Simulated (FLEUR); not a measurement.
**Fixed-spin-moment curve of FeO (Wuestite) with FLEUR**

Wanted: E(M) for FeO (Wuestite), with its minima.

Program: FLEUR MaX-R8.1. Level of theory: LDA (VWN); all-electron FLAPW, Dirac cores, scalar-relativistic bands. Results are calculated unless marked as measured.

This is a report of a sequence of runs, with most program output left out.

The database entry behind the starting cell differs from later determinations by our own check (inexact against later determinations), so it need not match the best structure at ambient conditions.

**1. The structure**

The structure is cubic, space group Fm-3m (No. 225). The conventional cell has a = 4.311 Å, b = 4.311 Å, c = 4.311 Å, α = 90.00°, β = 90.00°, γ = 90.00°. Nearest to Fe lie 6 O at 2.16 Å. O has 6 Fe at 2.16 Å nearest. Farther neighbours and most contacts between anions are not listed.

**2. Unconstrained state**

The free run tells which range of moments is worth scanning.

inpgen writes inp.xml from crystal.txt; cutoffs, mixing, functional, smearing and local orbitals are then set in the file. The k list default-1 (kpts.xml, not shown) is a Γ-centred 8×8×8 mesh; where the ranks do not divide the number of points, some are split in two of half the weight.

inp.xml reads:

```
<?xml version="1.0" encoding="UTF-8" standalone="no"?>
<fleurInput fleurInputVersion="0.39">
   <comment>
      FeO
   </comment>
   <calculationSetup>
      <cutoffs Kmax="4.2" Gmax="12.6" GmaxXC="12.6" numbands="0"/>
      <scfLoop itmax="130" minDistance="0.00002" maxIterBroyd="15" imix="Anderson" alpha="0.05" precondParam="0.0" spinf="2.0" sdNocoIR="T"/>
      <coreElectrons ctail="T" frcor="F" kcrel="0" coretail_lmax="0"/>
      <xcFunctional name="vwn" relativisticCorrections="F"/>
      <magnetism jspins="2"/>
      <soc l_soc="F" theta="0.0" phi="0.0" spav="F"/>
      <expertModes spex="0" secvar="F"/>
      <geometryOptimization l_f="F" forcealpha="1.0" forcemix="BFGS" epsdisp="0.00001" epsforce="0.00001"/>
      <ldaU l_linMix="F" mixParam="0.05" spinf="1.0"/>
   </calculationSetup>
   <cell>
      <bzIntegration valenceElectrons="22.0" mode="hist" fermiSmearingEnergy="0.00293995">
         <kPointListSelection listName="default-1"/>
         <xi:include xmlns:xi="http://www.w3.org/2001/XInclude" href="kpts.xml"> </xi:include>
      </bzIntegration>
      <xi:include xmlns:xi="http://www.w3.org/2001/XInclude" href="sym.xml"> </xi:include>
      <bulkLattice scale="1.0">
         <bravaisMatrix>
            <row-1>    0.0000000000000000     4.0731156889628402     4.0731156889628402</row-1>
            <row-2>    4.0731156889628402     0.0000000000000000     4.0731156889628402</row-2>
            <row-3>    4.0731156889628402     4.0731156889628402     0.0000000000000000</row-3>
         </bravaisMatrix>
      </bulkLattice>
   </cell>
   <atomSpecies>
      <species name="Iron (Fe) 4.000" element="Fe" atomicNumber="26">
         <mtSphere radius="2.54" gridPoints="839" logIncrement="0.015"/>
         <atomicCutoffs lmax="10" lnonsphr="8"/>
         <electronConfig flipSpins="F">
            <coreConfig>(1s1/2) (2s1/2) (2p1/2) (2p3/2)</coreConfig>
            <valenceConfig>(3s1/2) (3p1/2) (3p3/2) (4s1/2) (3d3/2) (3d5/2)</valenceConfig>
            <stateOccupation state="(3d3/2)" spinUp="2.0" spinDown="0.4"/>
            <stateOccupation state="(3d5/2)" spinUp="3.0" spinDown="0.6"/>
         </electronConfig>
         <energyParameters s="4" p="4" d="3" f="4"/>
         <lo type="SCLO" l="0" n="3" eDeriv="0"/>
         <lo type="SCLO" l="1" n="3" eDeriv="0"/>
      </species>
      <species name="Oxygen (O)" element="O" atomicNumber="8">
         <mtSphere radius="1.43" gridPoints="473" logIncrement="0.022"/>
         <atomicCutoffs lmax="6" lnonsphr="4"/>
         <electronConfig flipSpins="F">
            <coreConfig>(1s1/2)</coreConfig>
            <valenceConfig>(2s1/2) (2p1/2) (2p3/2)</valenceConfig>
            <stateOccupation state="(2p1/2)" spinUp="0.666667" spinDown="0.666667"/>
            <stateOccupation state="(2p3/2)" spinUp="1.333333" spinDown="1.333333"/>
         </electronConfig>
         <energyParameters s="2" p="2" d="3" f="4"/>
      </species>
   </atomSpecies>
   <atomGroups>
      <atomGroup species="Iron (Fe) 4.000">
         <relPos label="                   1">.0000000000 .0000000000 .0000000000</relPos>
         <force calculate="T" relaxXYZ="TTT"/>
      </atomGroup>
      <atomGroup species="Oxygen (O)">
         <relPos label="                   2">1.000/2.000 1.000/2.000 1.000/2.000</relPos>
         <force calculate="T" relaxXYZ="TTT"/>
      </atomGroup>
   </atomGroups>
   <output dos="F" band="F" slice="F">
      <bandDOS minEnergy="-.5*Htr" maxEnergy="0.5*Htr" sigma="0.015" storeEVData="T"/>
      <plotting iplot="0" polar="F">
         <plot TwoD="T" vec1="  1.0  0.0  0.0" vec2="  0.0  1.0  0.0" vec3="  0.0  0.0  1.0" zero="  0.0  0.0  0.0" file="plot"/>
      </plotting>
      <moessbauerParams electricFieldGradient="F" isomerShift="F" coreHyperfine="F" valenceHyperfine="F"/>
   </output>
</fleurInput>
```

crystal.txt reads:

```
FeO
&input film=F cartesian=F /
0.00000000000  2.15540000000  2.15540000000
2.15540000000  0.00000000000  2.15540000000
2.15540000000  2.15540000000  0.00000000000
1.8897261246
1.0 1.0 1.0

2
26 0.00000000000  0.00000000000  0.00000000000 : 4.000
8 0.50000000000  0.50000000000  0.50000000000

&kpt div1=8 div2=8 div3=8 gamma=T /
```

Started as:

```
> OMP_NUM_THREADS=1 inpgen -f crystal.txt > inpgen.log  # inp.xml is then edited as shown
> OMP_NUM_THREADS=1 mpirun -n 4 fleur_MPI > fleur.log
```

Wall time 7.3 s (4 MPI ranks of Intel Xeon 6975P-C (Granite Rapids), shared host); peak memory 0.2 GiB.

Read from the output:

* free energy: -36609.5687 eV
* program's band gap on this mesh (in a metal only a level spacing): 0.02083 eV
* magnetization: 3.992 μB
* final state: ferromagnetic
* largest moment: 3.642 μB

After 21 cycles the largest moment stands at 3.64 μB.

**3. No spin polarisation**

inp.xml: that of step 2 with these lines changed.

```diff
@@ -10,3 +10,3 @@
       <xcFunctional name="vwn" relativisticCorrections="F"/>
-      <magnetism jspins="2"/>
+      <magnetism jspins="1"/>
       <soc l_soc="F" theta="0.0" phi="0.0" spav="F"/>
@@ -31,3 +31,3 @@
    <atomSpecies>
-      <species name="Iron (Fe) 4.000" element="Fe" atomicNumber="26">
+      <species name="Iron (Fe)" element="Fe" atomicNumber="26">
          <mtSphere radius="2.54" gridPoints="839" logIncrement="0.015"/>
@@ -37,4 +37,4 @@
             <valenceConfig>(3s1/2) (3p1/2) (3p3/2) (4s1/2) (3d3/2) (3d5/2)</valenceConfig>
-            <stateOccupation state="(3d3/2)" spinUp="2.0" spinDown="0.4"/>
-            <stateOccupation state="(3d5/2)" spinUp="3.0" spinDown="0.6"/>
+            <stateOccupation state="(3d3/2)" spinUp="1.200000" spinDown="1.200000"/>
+            <stateOccupation state="(3d5/2)" spinUp="1.800000" spinDown="1.800000"/>
          </electronConfig>
@@ -57,3 +57,3 @@
    <atomGroups>
-      <atomGroup species="Iron (Fe) 4.000">
+      <atomGroup species="Iron (Fe)">
          <relPos label="                   1">.0000000000 .0000000000 .0000000000</relPos>
```

crystal.txt: that of step 2 with these lines changed.

```diff
@@ -9,3 +9,3 @@
 2
-26 0.00000000000  0.00000000000  0.00000000000 : 4.000
+26 0.00000000000  0.00000000000  0.00000000000
 8 0.50000000000  0.50000000000  0.50000000000
```

Elapsed: 4.2 s, on 4 MPI ranks; peak memory 0.2 GiB.

Numbers from this step:

- free energy: -36608.3501 eV
- program's band gap on this mesh (in a metal only a level spacing): 0.001553 eV
- final state: non-magnetic (no spin polarisation)

Its energy lies +1218.6 meV a cell from the free run's.

**4. Moment fixed at 4.042 μB**

Two Fermi energies hold the total moment; the run starts from the free run's density.

inp.xml: that of step 3 with these lines changed.

```diff
@@ -10,3 +10,3 @@
       <xcFunctional name="vwn" relativisticCorrections="F"/>
-      <magnetism jspins="1"/>
+      <magnetism jspins="2" fixed_moment="4.042"/>
       <soc l_soc="F" theta="0.0" phi="0.0" spav="F"/>
@@ -31,3 +31,3 @@
    <atomSpecies>
-      <species name="Iron (Fe)" element="Fe" atomicNumber="26">
+      <species name="Iron (Fe) 4.000" element="Fe" atomicNumber="26">
          <mtSphere radius="2.54" gridPoints="839" logIncrement="0.015"/>
@@ -37,4 +37,4 @@
             <valenceConfig>(3s1/2) (3p1/2) (3p3/2) (4s1/2) (3d3/2) (3d5/2)</valenceConfig>
-            <stateOccupation state="(3d3/2)" spinUp="1.200000" spinDown="1.200000"/>
-            <stateOccupation state="(3d5/2)" spinUp="1.800000" spinDown="1.800000"/>
+            <stateOccupation state="(3d3/2)" spinUp="2.0" spinDown="0.4"/>
+            <stateOccupation state="(3d5/2)" spinUp="3.0" spinDown="0.6"/>
          </electronConfig>
@@ -57,3 +57,3 @@
    <atomGroups>
-      <atomGroup species="Iron (Fe)">
+      <atomGroup species="Iron (Fe) 4.000">
          <relPos label="                   1">.0000000000 .0000000000 .0000000000</relPos>
```

Started as:

```
> OMP_NUM_THREADS=1 mpirun -n 4 fleur_MPI > fleur.log
```

Run time: 5 s. Hardware: 4 MPI ranks; peak memory 0.23 GiB; 19 s of CPU time.

Read from the output:

- magnetization: 4.042 μB

Its energy lies +21.3 meV a cell from the free run's.

**5. Moment fixed at 3.369 μB**

inp.xml: that of step 4 with these lines changed.

```diff
@@ -10,3 +10,3 @@
       <xcFunctional name="vwn" relativisticCorrections="F"/>
-      <magnetism jspins="2" fixed_moment="4.042"/>
+      <magnetism jspins="2" fixed_moment="3.369"/>
       <soc l_soc="F" theta="0.0" phi="0.0" spav="F"/>
```

It took 5.5 s on 4 MPI ranks; peak memory 0.23 GiB.

This step gave:

| Item | Value |
| --- | --- |
| magnetization | 3.369 μB |

Its energy lies +133.8 meV a cell from the free run's.

**6. Moment fixed at 4.716 μB**

inp.xml: that of step 5 with these lines changed.

```diff
@@ -10,3 +10,3 @@
       <xcFunctional name="vwn" relativisticCorrections="F"/>
-      <magnetism jspins="2" fixed_moment="3.369"/>
+      <magnetism jspins="2" fixed_moment="4.716"/>
       <soc l_soc="F" theta="0.0" phi="0.0" spav="F"/>
```

The job ended after 5.8 s (4 MPI ranks; peak memory 0.22 GiB).

Numbers from this step:

```
magnetization : 4.716 μB
```

Its energy lies +1379.5 meV a cell from the free run's.

**7. An attempt with other settings**

An input with a fault is tried, to see how the program answers.

inp.xml: that of step 2 with these lines changed.

```diff
@@ -7,3 +7,3 @@
       <cutoffs Kmax="4.2" Gmax="12.6" GmaxXC="12.6" numbands="0"/>
-      <scfLoop itmax="130" minDistance="0.00002" maxIterBroyd="15" imix="Anderson" alpha="0.05" precondParam="0.0" spinf="2.0" sdNocoIR="T"/>
+      <scfLoop itmax="75" minDistance="0.00002" maxIterBroyd="15" imix="Anderson" alpha="0.05" precondParam="0.0" spinf="2.0" sdNocoIR="T"/>
       <coreElectrons ctail="T" frcor="F" kcrel="0" coretail_lmax="0"/>
@@ -15,3 +15,3 @@
       <ldaU l_linMix="F" mixParam="0.05" spinf="1.0"/>
-   </calculationSetup>
+   
    <cell>
```

crystal.txt is that of step 2.

Started as:

```
> OMP_NUM_THREADS=1 inpgen -f crystal.txt > inpgen.log  # inp.xml is then edited as shown
> OMP_NUM_THREADS=1 mpirun -n 4 fleur_MPI > fleur.log
```

The job ended after 2.7 s (4 MPI ranks; peak memory 0.12 GiB).

The program refused the input before any cycle.

The program's message: “XML document file not parsable: inp.xml”

The fault in the input: a tag that isn't closed.

The file must be well-formed XML.

**8. All moments**

The other moments were run in the same way.

Energy over the lowest against total spin moment:

```
total spin moment (μB a cell)  energy over the lowest (meV a cell)
                         0.00                                 1219
                         0.67                                 1142
                         1.35                                  943
                         2.02                                  678
                         2.69                                  379
                         3.37                                  134
                         3.99                                    0
                         4.04                                 21.3
                         4.72                                 1379
                         5.39                                 3466
```

The moment, largest sphere moment by total spin moment:

```
total spin moment (μB a cell)  moment, largest sphere moment (μB)
                         0.00                                   0
                         0.67                               0.685
                         1.35                                1.36
                         2.02                                2.01
                         2.69                                2.62
                         3.37                                3.18
                         3.99                                3.64
                         4.04                                3.67
                         4.72                                4.03
                         5.39                                4.42
```

**9. Summary of results**

```yaml
moment_of_the_free_run: 3.99 μB a cell
moment_of_the_lowest_point: 3.99 μB a cell
energy_of_the_spinless_run: 1219 meV a cell over the lowest
```

What this shows: The lowest point lies 1219 meV a cell under the spinless run, in free energy at a smearing of 0.08 eV. The point at zero is the spinless run. Opposed orders, which also have no total moment, were not run. The minimum lies at a whole number of μB, where the curve can have a kink, as in crystals whose spin channels fill whole shells.

[Logs and program files are shortened in this print: banners, set-up blocks, solver, clock and traceback lines can be left out without a mark of their own.]

[Logs are printed without paths, hosts, clocks, repeated set-up lines and the standing remarks that a program may print on its own settings, such as how far it seeks lower states.]

[Hosts, paths, dates, database ids (printed as entryN), source tags and the programs' standing remarks are cut or masked in the printed files.]

[Where a cell is said to come from a database of computed structures, the database is the Materials Project.]
